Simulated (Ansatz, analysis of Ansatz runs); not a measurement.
# A hop of Zn in Zn3SbN3 (Cm), charge −2

Wanted: path and barrier of a jump of Zn in Zn3SbN3 (Cm) at charge −2. The case: V_Zn hop (3.1 Å), in a cell of 56 host atoms with 1 Zn taken out.

Calculated with Ansatz 0.2.0; plane-wave PAW DFT, PBEsol; nudged elastic band between two relaxed defect structures at fixed charge in a uniform background.

This is a report of a sequence of runs, with most program output left out.

**1. Set-up**

The cell holds 55 atoms: 23 Zn, 8 Sb and 24 N. Its edges and angles: a = 9.402 Å, b = 9.402 Å, c = 11.075 Å, α = 114.5°, β = 114.5°, γ = 88.1°. It derives from Zn3SbN3 (space group Cm). Nearest the centre at fractional (0.761, 0.650, 0.340): N47 at 1.20 Å, Zn43 at 1.54 Å, N48 at 2.49 Å, N46 at 2.54 Å, Zn44 at 2.56 Å, Zn31 at 2.77 Å, N19 at 2.85 Å, Sb45 at 3.02 Å. The cell carries charge −2.

Structure file:

```xyz
55
Lattice="6.7597 -6.5343 0.0061 6.7597 6.5343 0.0061 -6.3964 0.0000 9.0407" Properties=species:S:1:pos:R:3 pbc="T T T"
Zn   -0.4041    0.0000    3.9840
Zn    1.6064   -1.4483    2.1727
Zn    1.6064    1.4483    2.1727
Sb    3.1510    0.0000    4.5261
N    -0.0531    1.7319    3.1623
N    -0.0531   -1.7319    3.1623
N     1.4415    0.0000    0.8548
Zn   -3.6023    0.0000    8.5043
Zn   -1.5918   -1.4483    6.6930
Zn   -1.5918    1.4483    6.6930
Sb   -0.0471    0.0000    9.0464
N    -3.2513    1.7319    7.6827
N    -3.2513   -1.7319    7.6827
N    -1.7566    0.0000    5.3751
Zn    2.9758    3.2672    3.9871
Zn    4.9862    1.8189    2.1758
Zn    4.9862    4.7155    2.1758
Sb    6.5309    3.2672    4.5292
N     3.3267    4.9991    3.1654
N     3.3267    1.5352    3.1654
N     4.8214    3.2672    0.8578
Zn   -0.2224    3.2672    8.5074
Zn    1.7880    1.8189    6.6961
Zn    1.7880    4.7155    6.6961
Sb    3.3327    3.2672    9.0495
N     0.1286    4.9991    7.6857
N     0.1286    1.5352    7.6857
N     1.6232    3.2672    5.3782
Zn    2.9758   -3.2672    3.9871
Zn    4.9862   -4.7155    2.1758
Zn    4.9862   -1.8189    2.1758
Sb    6.5309   -3.2672    4.5292
N     3.3267   -1.5352    3.1654
N     3.3267   -4.9991    3.1654
N     4.8214   -3.2672    0.8578
Zn   -0.2224   -3.2672    8.5074
Zn    1.7880   -4.7155    6.6961
Zn    1.7880   -1.8189    6.6961
Sb    3.3327   -3.2672    9.0495
N     0.1286   -1.5352    7.6857
N     0.1286   -4.9991    7.6857
N     1.6232   -3.2672    5.3782
Zn    8.3661   -1.4483    2.1788
Zn    8.3661    1.4483    2.1788
Sb    9.9108    0.0000    4.5322
N     6.7066    1.7319    3.1684
N     6.7066   -1.7319    3.1684
N     8.2013    0.0000    0.8609
Zn    3.1575    0.0000    8.5105
Zn    5.1679   -1.4483    6.6992
Zn    5.1679    1.4483    6.6992
Sb    6.7126    0.0000    9.0526
N     3.5084    1.7319    7.6888
N     3.5084   -1.7319    7.6888
N     5.0031    0.0000    5.3812
```

The cell's shortest repeat is 9.4 Å.

**2. Relaxation of the start point, charge −2**

A barrier is counted from a minimum, so both ends are relaxed first. Small random displacements break the symmetry of the ideal sites, so that the defect can distort if it gains by it. The charge of −2 is set by the electron count, and a uniform background keeps the cell neutral.

Input file qm2.start/input.yaml:

```yaml
crystal:
  lattice:
    - [6.75971426, -6.53433939, 0.00612541]
    - [6.75971426, 6.53433939, 0.00612541]
    - [-6.39637934, 0.0, 9.04065438]
  atoms:
    - { symbol: Zn, position: [0.17849326, 0.17849326, 0.44043488] }
    - { symbol: Zn, position: [0.34319894, 0.12155238, 0.24001245] }
    - { symbol: Zn, position: [0.12155238, 0.34319894, 0.24001245] }
    - { symbol: Sb, position: [0.46963901, 0.46963901, 0.50000293] }
    - { symbol: "N", position: [0.02893677, 0.29398648, 0.34957044] }
    - { symbol: "N", position: [0.29398648, 0.02893677, 0.34957044] }
    - { symbol: "N", position: [0.15126316, 0.15126316, 0.09434241] }
    - { symbol: Zn, position: [0.17849326, 0.17849326, 0.94043488] }
    - { symbol: Zn, position: [0.34319894, 0.12155238, 0.74001245] }
    - { symbol: Zn, position: [0.12155238, 0.34319894, 0.74001245] }
    - { symbol: Sb, position: [0.46963901, 0.46963901, 1.00000293] }
    - { symbol: "N", position: [0.02893677, 0.29398648, 0.84957044] }
    - { symbol: "N", position: [0.29398648, 0.02893677, 0.84957044] }
    - { symbol: "N", position: [0.15126316, 0.15126316, 0.59434241] }
    - { symbol: Zn, position: [0.17849326, 0.67849326, 0.44043488] }
    - { symbol: Zn, position: [0.34319894, 0.62155238, 0.24001245] }
    - { symbol: Zn, position: [0.12155238, 0.84319894, 0.24001245] }
    - { symbol: Sb, position: [0.46963901, 0.96963901, 0.50000293] }
    - { symbol: "N", position: [0.02893677, 0.79398648, 0.34957044] }
    - { symbol: "N", position: [0.29398648, 0.52893677, 0.34957044] }
    - { symbol: "N", position: [0.15126316, 0.65126316, 0.09434241] }
    - { symbol: Zn, position: [0.17849326, 0.67849326, 0.94043488] }
    - { symbol: Zn, position: [0.34319894, 0.62155238, 0.74001245] }
    - { symbol: Zn, position: [0.12155238, 0.84319894, 0.74001245] }
    - { symbol: Sb, position: [0.46963901, 0.96963901, 1.00000293] }
    - { symbol: "N", position: [0.02893677, 0.79398648, 0.84957044] }
    - { symbol: "N", position: [0.29398648, 0.52893677, 0.84957044] }
    - { symbol: "N", position: [0.15126316, 0.65126316, 0.59434241] }
    - { symbol: Zn, position: [0.67849326, 0.17849326, 0.44043488] }
    - { symbol: Zn, position: [0.84319894, 0.12155238, 0.24001245] }
    - { symbol: Zn, position: [0.62155238, 0.34319894, 0.24001245] }
    - { symbol: Sb, position: [0.96963901, 0.46963901, 0.50000293] }
    - { symbol: "N", position: [0.52893677, 0.29398648, 0.34957044] }
    - { symbol: "N", position: [0.79398648, 0.02893677, 0.34957044] }
    - { symbol: "N", position: [0.65126316, 0.15126316, 0.09434241] }
    - { symbol: Zn, position: [0.67849326, 0.17849326, 0.94043488] }
    - { symbol: Zn, position: [0.84319894, 0.12155238, 0.74001245] }
    - { symbol: Zn, position: [0.62155238, 0.34319894, 0.74001245] }
    - { symbol: Sb, position: [0.96963901, 0.46963901, 1.00000293] }
    - { symbol: "N", position: [0.52893677, 0.29398648, 0.84957044] }
    - { symbol: "N", position: [0.79398648, 0.02893677, 0.84957044] }
    - { symbol: "N", position: [0.65126316, 0.15126316, 0.59434241] }
    - { symbol: Zn, position: [0.84319894, 0.62155238, 0.24001245] }
    - { symbol: Zn, position: [0.62155238, 0.84319894, 0.24001245] }
    - { symbol: Sb, position: [0.96963901, 0.96963901, 0.50000293] }
    - { symbol: "N", position: [0.52893677, 0.79398648, 0.34957044] }
    - { symbol: "N", position: [0.79398648, 0.52893677, 0.34957044] }
    - { symbol: "N", position: [0.65126316, 0.65126316, 0.09434241] }
    - { symbol: Zn, position: [0.67849326, 0.67849326, 0.94043488] }
    - { symbol: Zn, position: [0.84319894, 0.62155238, 0.74001245] }
    - { symbol: Zn, position: [0.62155238, 0.84319894, 0.74001245] }
    - { symbol: Sb, position: [0.96963901, 0.96963901, 1.00000293] }
    - { symbol: "N", position: [0.52893677, 0.79398648, 0.84957044] }
    - { symbol: "N", position: [0.79398648, 0.52893677, 0.84957044] }
    - { symbol: "N", position: [0.65126316, 0.65126316, 0.59434241] }
total_charge: -2
basis:
  ecutwfc: 420
  xc_grid: 2
hamiltonian:
  xc: pbesol
kpoints:
  mp_grid: { grid: [1, 1, 1], shift: [0.25, 0.25, 0.25] }
scf:
  occupations: { method: fixed }
  max_iter: 150
output:
  forces: true
relax:
  f_tol: 0.02
  max_steps: 70
  random_displacement: { amplitude: 0.03, seed: 4166 }
```

Started as:

```bash
> ansatz run input.yaml --threads 32 --pin off --max-ram 84787MiB --backend cuda --events-out ev --progress --plain --runs-dir out --max-vram 78GiB
```

Elapsed: 2.6 s, on 1 × NVIDIA GB200 with 32 threads of Arm Neoverse V2, shared host; peak memory 1.3 GiB; 12 s of CPU time.

Step by step:

```
step  energy less that of the first step (eV)  largest force component (eV/Å)
   1                                   0.0000                          1.3461
   3                                  -0.7422                          0.3400
   5                                  -0.7913                          0.0194
```

The atoms that moved most (Å, from the sites as typed, ahead of the random displacement, the mean shift of all atoms taken out):

```csv
atom,dx,dy,dz,length
N47,0.009,-0.112,-0.090,0.144
N46,0.010,0.110,-0.092,0.143
Zn16,0.019,-0.046,0.064,0.081
Zn31,0.018,0.045,0.065,0.081
Zn51,0.003,-0.042,-0.064,0.077
Zn50,0.002,0.043,-0.063,0.076
Zn43,-0.038,0.034,0.046,0.068
Zn44,-0.036,-0.035,0.045,0.068
```

Neighbours of Zn43 at the end:

| atom | distance (Å) |
| --- | --- |
| N47 | 1.875 |
| N48 | 1.969 |
| N19 | 2.002 |
| Zn44 | 2.828 |
| Zn15 | 2.908 |
| Sb45 | 3.160 |
| Sb39 | 3.203 |
| Sb11 | 3.249 |

This step gave:

- free energy: -135784.5614 eV
- r.m.s. move of the farther half of the atoms: 0.02786 Å
- largest move from the ideal geometry of this structure, a common shift of the far atoms taken out: 0.1418 Å

The relaxation gained 0.791 eV and ended with a largest force component of 0.019 eV/Å.

**3. Relaxation of the end point, charge −2**

The end point is relaxed in the same cell and settings, so that the two energies compare. Atoms more than 3.2 Å from the middle of the hop start where the first relaxation left them, the nearer ones on or close to their ideal places, with small random displacements.

Input file qm2.end/input.yaml:

```yaml
crystal:
  lattice:
    - [6.75971426, -6.53433939, 0.00612541]
    - [6.75971426, 6.53433939, 0.00612541]
    - [-6.39637934, 0.0, 9.04065438]
  atoms:
    - { symbol: Zn, position: [0.18276875, 0.182469, 0.44539557] }
    - { symbol: Zn, position: [0.34095559, 0.12068446, 0.24145855] }
    - { symbol: Zn, position: [0.12103713, 0.3409468, 0.24153888] }
    - { symbol: Sb, position: [0.473248, 0.47316286, 0.50145037] }
    - { symbol: "N", position: [0.03120879, 0.29094258, 0.35206314] }
    - { symbol: "N", position: [0.2911594, 0.03081175, 0.35207562] }
    - { symbol: "N", position: [0.15142137, 0.15134323, 0.09319477] }
    - { symbol: Zn, position: [0.17772486, 0.17775906, 0.93910469] }
    - { symbol: Zn, position: [0.34481735, 0.12235882, 0.74075815] }
    - { symbol: Zn, position: [0.12225763, 0.3451724, 0.74055853] }
    - { symbol: Sb, position: [0.47421579, 0.47419562, 1.00323344] }
    - { symbol: "N", position: [0.02857513, 0.29332406, 0.8488276] }
    - { symbol: "N", position: [0.29333411, 0.02848858, 0.84898885] }
    - { symbol: "N", position: [0.15434369, 0.1544128, 0.59740107] }
    - { symbol: Zn, position: [0.17733611, 0.67763062, 0.43813726] }
    - { symbol: Zn, position: [0.35167123, 0.62290595, 0.24698348] }
    - { symbol: Zn, position: [0.12526997, 0.84140607, 0.24159122] }
    - { symbol: Sb, position: [0.47303002, 0.96487129, 0.49605486] }
    - { symbol: "N", position: [0.02893677, 0.79398648, 0.34957044] }
    - { symbol: "N", position: [0.29131348, 0.52624594, 0.34795213] }
    - { symbol: "N", position: [0.15298164, 0.64930442, 0.09536421] }
    - { symbol: Zn, position: [0.17807092, 0.67833723, 0.94204854] }
    - { symbol: Zn, position: [0.34281212, 0.62110898, 0.73833293] }
    - { symbol: Zn, position: [0.12040632, 0.84199154, 0.73919141] }
    - { symbol: Sb, position: [0.46923956, 0.97005289, 1.00096775] }
    - { symbol: "N", position: [0.02822824, 0.79267818, 0.84963357] }
    - { symbol: "N", position: [0.29531291, 0.53039529, 0.85107802] }
    - { symbol: "N", position: [0.15294111, 0.65373127, 0.59413767] }
    - { symbol: Zn, position: [0.67762681, 0.17715799, 0.43800107] }
    - { symbol: Zn, position: [0.84162592, 0.12517458, 0.24143581] }
    - { symbol: Zn, position: [0.62155238, 0.34319894, 0.24001245] }
    - { symbol: Sb, position: [0.96963901, 0.46963901, 0.50000293] }
    - { symbol: "N", position: [0.52618653, 0.29120942, 0.34789924] }
    - { symbol: "N", position: [0.79572624, 0.02829574, 0.35044881] }
    - { symbol: "N", position: [0.6495798, 0.15309755, 0.09530769] }
    - { symbol: Zn, position: [0.67833758, 0.17818702, 0.94185371] }
    - { symbol: Zn, position: [0.8421774, 0.12018068, 0.73892718] }
    - { symbol: Zn, position: [0.62095794, 0.34261397, 0.73804773] }
    - { symbol: Sb, position: [0.9698902, 0.46892229, 1.00076872] }
    - { symbol: "N", position: [0.53012068, 0.29527957, 0.85086188] }
    - { symbol: "N", position: [0.7927109, 0.02827732, 0.84950918] }
    - { symbol: "N", position: [0.65383047, 0.15274711, 0.59403041] }
    - { symbol: Zn, position: [0.678671, 0.678671, 0.440958] }
    - { symbol: Zn, position: [0.62155238, 0.84319894, 0.24001245] }
    - { symbol: Sb, position: [0.96963901, 0.96963901, 0.50000293] }
    - { symbol: "N", position: [0.52893677, 0.79398648, 0.34957044] }
    - { symbol: "N", position: [0.79398648, 0.52893677, 0.34957044] }
    - { symbol: "N", position: [0.65126316, 0.65126316, 0.09434241] }
    - { symbol: Zn, position: [0.67933658, 0.67936703, 0.93739248] }
    - { symbol: Zn, position: [0.83693287, 0.62182958, 0.73289357] }
    - { symbol: Zn, position: [0.62178208, 0.83698241, 0.732764] }
    - { symbol: Sb, position: [0.96910366, 0.96919922, 0.99961434] }
    - { symbol: "N", position: [0.52808959, 0.79533096, 0.84904749] }
    - { symbol: "N", position: [0.79519045, 0.52797615, 0.84897975] }
    - { symbol: "N", position: [0.65019137, 0.65014126, 0.58863215] }
total_charge: -2
basis:
  ecutwfc: 420
  xc_grid: 2
hamiltonian:
  xc: pbesol
kpoints:
  mp_grid: { grid: [1, 1, 1], shift: [0.25, 0.25, 0.25] }
scf:
  occupations: { method: fixed }
  max_iter: 150
output:
  forces: true
relax:
  f_tol: 0.02
  max_steps: 70
  random_displacement: { amplitude: 0.01, seed: 4166 }
```

Wall time 3.4 s (1 × NVIDIA GB200 with 32 threads); peak memory 1.3 GiB.

Relaxation path:

```
step  energy less that of the first step (eV)  largest force component (eV/Å)
   1                                   0.0000                          1.2763
   3                                  -0.6334                          0.3185
   5                                  -0.7164                          0.0660
   7                                  -0.7193                          0.0158
```

The atoms that moved most (Å, from the sites as typed, ahead of the random displacement):

```
atom      dx      dy      dz  length
Zn44  -0.025  -0.183   0.069   0.197
 N19   0.159  -0.021   0.079   0.178
 N48   0.024   0.125  -0.087   0.155
Zn15  -0.099   0.054  -0.080   0.138
 N47  -0.061  -0.071   0.080   0.123
Zn10  -0.017   0.091  -0.071   0.116
  N6   0.070  -0.066  -0.022   0.099
Zn51   0.000   0.076   0.046   0.089
```

Neighbours of Zn43 at the end:

| atom | distance (Å) |
| --- | --- |
| N47 | 1.895 |
| N46 | 1.953 |
| N55 | 1.964 |
| Zn31 | 2.865 |
| Zn44 | 2.942 |
| Zn16 | 2.955 |
| Zn50 | 3.273 |
| Sb4 | 3.274 |
| Sb32 | 3.282 |

Read from the output:

* free energy: -135784.7920 eV
* r.m.s. move of the farther half of the atoms: 0.04098 Å
* largest move from the ideal geometry of this structure, a common shift of the far atoms taken out: 0.2058 Å

The relaxation gained 0.719 eV and ended with a largest force component of 0.016 eV/Å. The end lies 0.231 eV below the start.

[end of part 1 of 3]

[Logs are printed without paths, hosts, clocks, repeated set-up lines and the standing remarks that a program may print on its own settings, such as how far it seeks lower states.]

[Hosts, paths, dates, database ids (printed as entryN), source tags and the programs' standing remarks are cut or masked in the printed files.]
